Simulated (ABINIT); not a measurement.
# InP (F-43m): G0W0 with and without spin-orbit coupling

Is the spin-orbit change of the gap of InP (F-43m) the same in DFT and in GW?

Method: PBE and many-body steps on it, plane waves, in ABINIT 10.8.3.

## Step 1: Set-up

It takes space group F-43m (No. 216, cubic). Conventional cell: a = 5.869 Å, b = 5.869 Å, c = 5.869 Å, α = 90.00°, β = 90.00°, γ = 90.00°. Nearest to In lie 4 P at 2.54 Å. Nearest to P lie 4 In at 2.54 Å. Farther neighbours are not listed.

The cell and positions come from the Crystallography Open Database and are kept as given unless a step says otherwise.

## Step 2: Empty states on the mesh, 4×4×4 mesh, 118 bands

This step: ABINIT 10.8.3; DFT, PBE, plane waves, norm-conserving pseudopotentials.

The sums over transitions need many empty states on a uniform mesh; this step solves for them.

run.abi reads:

```
acell 3*1.0 Angstrom
rprim 
  -0.000000000000 2.934350000000 2.934350000000
  2.934350000000 -0.000000000000 2.934350000000
  2.934350000000 2.934350000000 -0.000000000000
ntypat 2
znucl 49 15
natom 2
typat 1 2
xred 
  0.000000000000 0.000000000000 0.000000000000
  0.250000000000 0.250000000000 0.250000000000
pp_dirpath "pseudos"
pseudos "In.upf, P.upf"
ecut 33
ngkpt 4 4 4
nshiftk 1
shiftk 0 0 0
kptopt 1
chksymbreak 0
irdden 1
istwfk *1
nband 118
prtvol 0
optdriver 6
gwr_task "HDIAGO"
paral_kgb 0
occopt 1
indata_prefix "in"
outdata_prefix "out"
tmpdata_prefix "tmp"
```

Command:

```sh
$ OMP_NUM_THREADS=1 mpirun -n 8 abinit run.abi > log
```

Numbers of over 12 decimals in the logs are rounded to 6 here.

The log of the run:

```text
.Version 10.8.3 of ABINIT. v10.8.2 released Aug 2026.

 Symmetries : space group F-4 3 m (#216); Bravais cF (face-center cubic)
[... echo of the input left out ...]
== DATASET  1 ==================================================================
-   mpi_nproc: 8, omp_nthreads: 1 (-1 if OMP is not activated)

--- !DatasetInfo
iteration_state: {dtset: 1, }
dimensions: {natom: 2, nkpt: 8, mband: 118, nsppol: 1, nspinor: 1, nspden: 1, mpw: 3119, }
cutoff_energies: {ecut:  33.0, pawecutdg:  -1.0, }
[...]
Direct band gap semiconductor
 Fundamental gap:     0.688 (eV)
   VBM:     4.922 (eV) at k: [ 0.0000E+00,  0.0000E+00,  0.0000E+00]
   CBM:     5.610 (eV) at k: [ 0.0000E+00,  0.0000E+00,  0.0000E+00]
 Direct gap:         0.688 (eV) at k: [ 0.0000E+00,  0.0000E+00,  0.0000E+00]

== END DATASET(S) ==============================================================
================================================================================

 -outvars: echo values of variables after computation  --------
           etotal      0.0000000000E+00
            nband         118
             nkpt           8
          spgroup         216
 [... the other variables as echoed above ...]

 Calculation completed.
```

It took 12 s on 8 MPI ranks of AMD EPYC 9R45, shared host; peak memory 4.6 GiB.

This step gave:

| Property | Result |
| --- | --- |
| gap | 0.6876 eV |
| k of the valence top | 0, 0, 0 |
| k of the conduction bottom | 0, 0, 0 |
| least direct gap | 0.6876 eV |
| k points computed | 8 |
| lowest point of the top converged band, above the valence top | 80.1345 eV |

On this mesh the gap is 0.688 eV.

The density comes from a self-consistent run that is not shown.

## Step 3: Screening, 4×4×4 mesh, 110 bands, screening to 149.7 eV

The RPA dielectric matrix is built and inverted for each q.

This step: RPA screening on PBE, plane waves, norm-conserving pseudopotentials.

Changes to run.abi since step 2:

```diff
@@ -20,10 +20,11 @@
 chksymbreak 0
-irdden 1
 istwfk *1
-nband 118
-prtvol 0
-optdriver 6
-gwr_task "HDIAGO"
-paral_kgb 0
 occopt 1
+irdwfk 1
+optdriver 3
+nband 110
+ecuteps 5.5
+inclvkb 0
+awtr 1
+symchi 1
 indata_prefix "in"
```

The log of the run:

```text
.Version 10.8.3 of ABINIT. v10.8.2 released Aug 2026.

 Symmetries : space group F-4 3 m (#216); Bravais cF (face-center cubic)
[... echo of the input left out ...]
== DATASET  1 ==================================================================
-   mpi_nproc: 8, omp_nthreads: 1 (-1 if OMP is not activated)

--- !DatasetInfo
iteration_state: {dtset: 1, }
dimensions: {natom: 2, nkpt: 8, mband: 110, nsppol: 1, nspinor: 1, nspden: 1, mpw: 3119, }
cutoff_energies: {ecut:  33.0, pawecutdg:  -1.0, }
electrons: {nelect:   2.60000000E+01, charge:   0.00000000E+00, occopt:   1.00000000E+00, tsmear:   1.00000000E-02, }

 SCREENING: Calculation of the susceptibility and dielectric matrices

 Based on a program developped by R.W. Godby, V. Olevano, G. Onida, and L. Reining.
 Incorporated in ABINIT by V. Olevano, G.-M. Rignanese, and M. Torrent.
.Using double precision arithmetic ; gwpc =  8

[... cell and pseudopotentials left out ...]
--------------------------------------------------------------------------------

 ==== K-mesh for the wavefunctions ====
 Number of points in the irreducible wedge :     8
[... list of points left out ...]
 Together with 24 symmetry operations and time-reversal symmetry
 yields    64 points in the full Brillouin Zone.

 ==== Q-mesh for the screening function ====
 Number of points in the irreducible wedge :     8
[... list of points left out ...]
 Together with 24 symmetry operations and time-reversal symmetry
 yields    64 points in the full Brillouin Zone.

 setmesh: FFT mesh size selected  =    30x   30x   30
          total number of points  =        27000

 vcoul_init : cutoff-mode = AUXILIARY_FUNCTION
 q-points for optical limit:   1
     1)      0.000010    0.000020    0.000030

- screening: taking advantage of time-reversal symmetry
- Maximum band index for partially occupied states nbvw = 13
- Remaining bands to be divided among processors   nbcw = 97
- Number of bands treated by each node ~12

 Number of electrons calculated from density =   26.0000; Expected =   26.0000
 average of density, n =  0.076245
 r_s =    1.4630
 omega_plasma =   26.6355 [eV]

 calculating chi0 at frequencies [eV] :
  1    0.000000E+00    0.000000E+00
  2    0.000000E+00    2.663552E+01

--------------------------------------------------------------------------------
  q-point number  1        q = ( 0.000000, 0.000000, 0.000000) [r.l.u.]
--------------------------------------------------------------------------------
[... chi0 elements left out ...]
 For q-point:  0.000010 0.000020 0.000030
  dielectric constant =  50.4989
  dielectric constant without local fields =  53.3125

  Average fulfillment of the sum rule on Im[epsilon] for q-point    1 :     62.76  [%]
[... wings left out ...]
  q-point number  2        q = ( 0.250000, 0.000000, 0.000000) [r.l.u.]
--------------------------------------------------------------------------------
[... chi0 elements left out ...]
  Average fulfillment of the sum rule on Im[epsilon] for q-point    2 :     74.72  [%]

 [... 6 further q-points ...]
```

Run time: 8.1 s. Hardware: 8 MPI ranks; peak memory 1.4 GiB; 63 s of CPU time.

This step gave:

- ε∞ with local fields, on this mesh, along the program's q direction: 50.50
- the same without local fields: 53.31
- plasma frequency: 26.64 eV
- plane waves in the screening matrix: 181

Local fields lower ε∞ by 5 %. On a Γ-centred mesh this coarse the value itself is usually too large, while a short band sum pulls it down.

## Step 4: Scalar-relativistic

The self-energy is evaluated for the states that the input lists, and the levels follow from it, in one-shot runs by the linearised quasiparticle equation.

This step: G0W0 on PBE, plane waves, norm-conserving pseudopotentials.

Changes to run.abi since step 3:

```diff
@@ -23,8 +23,15 @@
 irdwfk 1
-optdriver 3
+optdriver 4
 nband 110
+gwcalctyp 0
+ecutsigx 33
+symsigma 1
+nkptgw 1
+kptgw 
+  0.0000000000 0.0000000000 0.0000000000
+bdgw 
+  11 17
 ecuteps 5.5
-inclvkb 0
-awtr 1
-symchi 1
+irdscr 1
+ppmodel 1
 indata_prefix "in"
```

The log of the run:

```text
.Version 10.8.3 of ABINIT. v10.8.2 released Aug 2026.

 Symmetries : space group F-4 3 m (#216); Bravais cF (face-center cubic)
[... echo of the input left out ...]
== DATASET  1 ==================================================================
-   mpi_nproc: 8, omp_nthreads: 1 (-1 if OMP is not activated)

--- !DatasetInfo
iteration_state: {dtset: 1, }
dimensions: {natom: 2, nkpt: 8, mband: 110, nsppol: 1, nspinor: 1, nspden: 1, mpw: 3119, }
cutoff_energies: {ecut:  33.0, pawecutdg:  -1.0, }
electrons: {nelect:   2.60000000E+01, charge:   0.00000000E+00, occopt:   1.00000000E+00, tsmear:   1.00000000E-02, }

 SIGMA: Calculation of the GW corrections

 Based on a program developped by R.W. Godby, V. Olevano, G. Onida, and L. Reining.
 Incorporated in ABINIT by V. Olevano, G.-M. Rignanese, and M. Torrent.
.Using double precision arithmetic ; gwpc =  8

[... cell and pseudopotentials left out ...]
--------------------------------------------------------------------------------

 ==== K-mesh for the wavefunctions ====
 Number of points in the irreducible wedge :     8
[... list of points left out ...]
 Together with 24 symmetry operations and time-reversal symmetry
 yields    64 points in the full Brillouin Zone.

 ==== Q-mesh for screening function ====
 Number of points in the irreducible wedge :     8
[... list of points left out ...]
 Together with 24 symmetry operations and time-reversal symmetry
 yields    64 points in the full Brillouin Zone.

 vcoul_init : cutoff-mode = AUXILIARY_FUNCTION
 q-points for optical limit:   1
     1)      0.000010    0.000020    0.000030
 setmesh: FFT mesh size selected  =    45x   45x   45
          total number of points  =        91125

 Number of electrons calculated from density =   26.0000; Expected =   26.0000
 average of density, n =  0.076245
 r_s =    1.4630
 omega_plasma =   26.6355 [eV]

 === KS Band Gaps ===
  >>>> For spin  1
   Minimum direct gap =   0.6876 [eV], located at k-point      :   0.0000  0.0000  0.0000
   Fundamental gap    =   0.6876 [eV], Top of valence bands at :   0.0000  0.0000  0.0000
                                       Bottom of conduction at :   0.0000  0.0000  0.0000
 SIGMA fundamental parameters:
 PLASMON POLE MODEL  1
 number of plane-waves for SigmaX                 3119
 number of plane-waves for SigmaC and W            181
 number of plane-waves for wavefunctions          3119
 number of bands                                   110
 number of independent spin polarizations            1
 number of spinorial components                      1
 number of k-points in IBZ                           8
 number of q-points in IBZ                           8
 number of symmetry operations                      24
 number of k-points in BZ                           64
 number of q-points in BZ                           64
 number of frequencies for dSigma/dE                 9
 frequency step for dSigma/dE [eV]                0.25
 number of omega for Sigma on real axis              0
 max omega for Sigma on real axis  [eV]           0.00
 zcut for avoiding poles [eV]                     0.10

 EPSILON^-1 parameters (SCR file):
 dimension of the eps^-1 matrix on file            181
 dimension of the eps^-1 matrix used               181
 number of plane-waves for wavefunctions          3119
 number of bands                                   110
 number of q-points in IBZ                           8
 number of frequencies                               2
 number of real frequencies                          1
 number of imag frequencies                          1

 matrix elements of self-energy operator (all in [eV])

 Perturbative Calculation

--- !SelfEnergy_ee
iteration_state: {dtset: 1, }
kpoint     : [   0.000,    0.000,    0.000, ]
spin       : 1
KS_gap     :    0.688
QP_gap     :    1.344
Delta_QP_KS:    0.657
data: !SigmaeeData |
     Band     E0 <VxcDFT>   SigX SigC(E0)      Z dSigC/dE  Sig(E)    E-E0       E
       11   4.922 -12.904 -14.799   1.238   0.778  -0.285 -13.415  -0.511   4.412
       12   4.922 -12.904 -14.799   1.238   0.778  -0.285 -13.415  -0.511   4.412
       13   4.922 -12.904 -14.799   1.238   0.778  -0.285 -13.415  -0.511   4.412
       14   5.610 -11.727  -7.731  -3.812   0.793  -0.261 -11.581   0.146   5.756
       15   9.010 -10.776  -6.305  -4.213   0.797  -0.254 -10.571   0.205   9.215
       16   9.010 -10.776  -6.305  -4.213   0.797  -0.254 -10.571   0.205   9.215
       17   9.010 -10.776  -6.305  -4.213   0.797  -0.254 -10.571   0.205   9.215

== END DATASET(S) ==============================================================
================================================================================

 -outvars: echo values of variables after computation  --------
           etotal      0.0000000000E+00
            nband         110
             nkpt           8
          spgroup         216
 [... the other variables as echoed above ...]

 Calculation completed.
```

The job ended after 3.1 s (8 MPI ranks; peak memory 0.71 GiB).

Numbers from this step:

```yaml
g0w0_gap_on_the_points_computed: 1.344 eV
starting_gap_on_the_mesh: 0.6876 eV
k_of_the_valence_top: 0, 0, 0
k_of_the_conduction_bottom: 0, 0, 0
z_at_the_valence_top: 0.778
z_at_the_conduction_bottom: 0.793
least_direct_g0w0_gap_on_the_computed_points: 1.344 eV
```

The gap on the mesh goes from 0.69 eV to 1.34 eV, a correction of +0.66 eV.

## Step 5: Empty states on the mesh, 4×4×4 mesh, 242 bands

This step: DFT, PBE with spin-orbit coupling, plane waves, norm-conserving pseudopotentials.

Changes to run.abi since step 4:

```diff
@@ -15,2 +15,3 @@
 ecut 33
+nspinor 2
 ngkpt 4 4 4
@@ -20,18 +21,10 @@
 chksymbreak 0
+iscf -2
+irdden 1
 istwfk *1
-occopt 1
-irdwfk 1
-optdriver 4
-nband 110
-gwcalctyp 0
-ecutsigx 33
-symsigma 1
-nkptgw 1
-kptgw 
-  0.0000000000 0.0000000000 0.0000000000
-bdgw 
-  11 17
-ecuteps 5.5
-irdscr 1
-ppmodel 1
+nband 242
+nbdbuf 22
+tolwfr 1e-09
+nstep 60
+prtvol 0
 indata_prefix "in"
```

The log of the run:

```text
.Version 10.8.3 of ABINIT. v10.8.2 released Aug 2026.

 Symmetries : space group F-4 3 m (#216); Bravais cF (face-center cubic)
[... echo of the input left out ...]
== DATASET  1 ==================================================================
-   mpi_nproc: 8, omp_nthreads: 1 (-1 if OMP is not activated)

--- !DatasetInfo
iteration_state: {dtset: 1, }
dimensions: {natom: 2, nkpt: 8, mband: 242, nsppol: 1, nspinor: 2, nspden: 1, mpw: 3119, }
cutoff_energies: {ecut:  33.0, pawecutdg:  -1.0, }
[...]
3.16188    3.16188    3.16199    3.16199    3.16199    3.16199    3.16315    3.16315
   3.16403    3.16403    3.16403    3.16403    3.22297    3.22297    3.23786    3.23786
   3.23786    3.23786
 prteigrs : prtvol=0 or 1, do not print more k-points.

== END DATASET(S) ==============================================================
================================================================================

 -outvars: echo values of variables after computation  --------
            nband         242
             nkpt           8
          spgroup         216
 [... the other variables as echoed above ...]

 Calculation completed.
```

The job ended after 62 s (8 MPI ranks; peak memory 0.95 GiB; 8.3 min of CPU time).

Numbers from this step:

```
gap                                                           : 0.6604 eV
k of the valence top                                          : 0, 0, 0
k of the conduction bottom                                    : 0, 0, 0
least direct gap                                              : 0.6604 eV
k points computed                                             : 8
lowest point of the top converged band, above the valence top : 80.1299 eV
```

On this mesh the gap is 0.660 eV.

The density comes from a self-consistent run that is not shown, made with spin-orbit coupling and fully relativistic files.

## Step 6: Screening, 4×4×4 mesh, 220 bands, screening to 149.7 eV

This step: RPA screening on PBE with spin-orbit coupling, plane waves, norm-conserving pseudopotentials.

Changes to run.abi since step 5:

```diff
@@ -21,10 +21,11 @@
 chksymbreak 0
-iscf -2
-irdden 1
 istwfk *1
-nband 242
-nbdbuf 22
-tolwfr 1e-09
-nstep 60
-prtvol 0
+occopt 1
+irdwfk 1
+optdriver 3
+nband 220
+ecuteps 5.5
+inclvkb 0
+awtr 1
+symchi 1
 indata_prefix "in"
```

The log of the run:

```text
.Version 10.8.3 of ABINIT. v10.8.2 released Aug 2026.

 Symmetries : space group F-4 3 m (#216); Bravais cF (face-center cubic)
[... echo of the input left out ...]
== DATASET  1 ==================================================================
-   mpi_nproc: 8, omp_nthreads: 1 (-1 if OMP is not activated)

--- !DatasetInfo
iteration_state: {dtset: 1, }
dimensions: {natom: 2, nkpt: 8, mband: 220, nsppol: 1, nspinor: 2, nspden: 1, mpw: 3119, }
cutoff_energies: {ecut:  33.0, pawecutdg:  -1.0, }
electrons: {nelect:   2.60000000E+01, charge:   0.00000000E+00, occopt:   1.00000000E+00, tsmear:   1.00000000E-02, }

 SCREENING: Calculation of the susceptibility and dielectric matrices

 Based on a program developped by R.W. Godby, V. Olevano, G. Onida, and L. Reining.
 Incorporated in ABINIT by V. Olevano, G.-M. Rignanese, and M. Torrent.
.Using double precision arithmetic ; gwpc =  8

[... cell and pseudopotentials left out ...]
--------------------------------------------------------------------------------

 ==== K-mesh for the wavefunctions ====
 Number of points in the irreducible wedge :     8
[... list of points left out ...]
 Together with 24 symmetry operations and time-reversal symmetry
 yields    64 points in the full Brillouin Zone.

 ==== Q-mesh for the screening function ====
 Number of points in the irreducible wedge :     8
[... list of points left out ...]
 Together with 24 symmetry operations and time-reversal symmetry
 yields    64 points in the full Brillouin Zone.

 setmesh: FFT mesh size selected  =    30x   30x   30
          total number of points  =        27000

 vcoul_init : cutoff-mode = AUXILIARY_FUNCTION
 q-points for optical limit:   1
     1)      0.000010    0.000020    0.000030

- screening: taking advantage of time-reversal symmetry
- Maximum band index for partially occupied states nbvw = 26
- Remaining bands to be divided among processors   nbcw = 194
- Number of bands treated by each node ~24

 Number of electrons calculated from density =   26.0000; Expected =   26.0000
 average of density, n =  0.076245
 r_s =    1.4630
 omega_plasma =   26.6355 [eV]

 calculating chi0 at frequencies [eV] :
  1    0.000000E+00    0.000000E+00
  2    0.000000E+00    2.663552E+01

--------------------------------------------------------------------------------
  q-point number  1        q = ( 0.000000, 0.000000, 0.000000) [r.l.u.]
--------------------------------------------------------------------------------
[... chi0 elements left out ...]
 For q-point:  0.000010 0.000020 0.000030
  dielectric constant =  50.4601
  dielectric constant without local fields =  53.2585

  Average fulfillment of the sum rule on Im[epsilon] for q-point    1 :     62.80  [%]
[... wings left out ...]
  q-point number  2        q = ( 0.250000, 0.000000, 0.000000) [r.l.u.]
--------------------------------------------------------------------------------
[... chi0 elements left out ...]
  Average fulfillment of the sum rule on Im[epsilon] for q-point    2 :     75.16  [%]

 [... 6 further q-points ...]
```

Elapsed: 64 s, on 8 MPI ranks; peak memory 3.6 GiB.

Numbers from this step:

```
ε∞ with local fields, on this mesh, along the program's q direction : 50.46
the same without local fields                                       : 53.26
plasma frequency                                                    : 26.64 eV
plane waves in the screening matrix                                 : 181
```

[end of part 1 of 2]

[Paths, hosts, dates, memory and timing lines, banners, echoed tables and standing remarks are left out of the program output.]

[Logs are printed without paths, hosts, clocks, repeated set-up lines and the standing remarks that a program may print on its own settings, such as how far it seeks lower states.]

[Runs of the session that timed out or met a known fault of the program may be left out.]

[No measured gap is set beside runs whose start may be inverted or whose files or cutoffs have a known fault.]

[Hosts, paths, dates, database ids (printed as entryN), source tags and the programs' standing remarks are cut or masked in the printed files.]

[G0W0 gaps are taken among the corrected bands and points alone; a level outside them can change the order at an edge.]

[Where Ansatz stands beside ABINIT at settings called matched, ABINIT's density can come from a denser mesh and the files from another edition; pairs whose starting gaps differed by over 0.03 eV were left out, so agreement reads better than it is.]
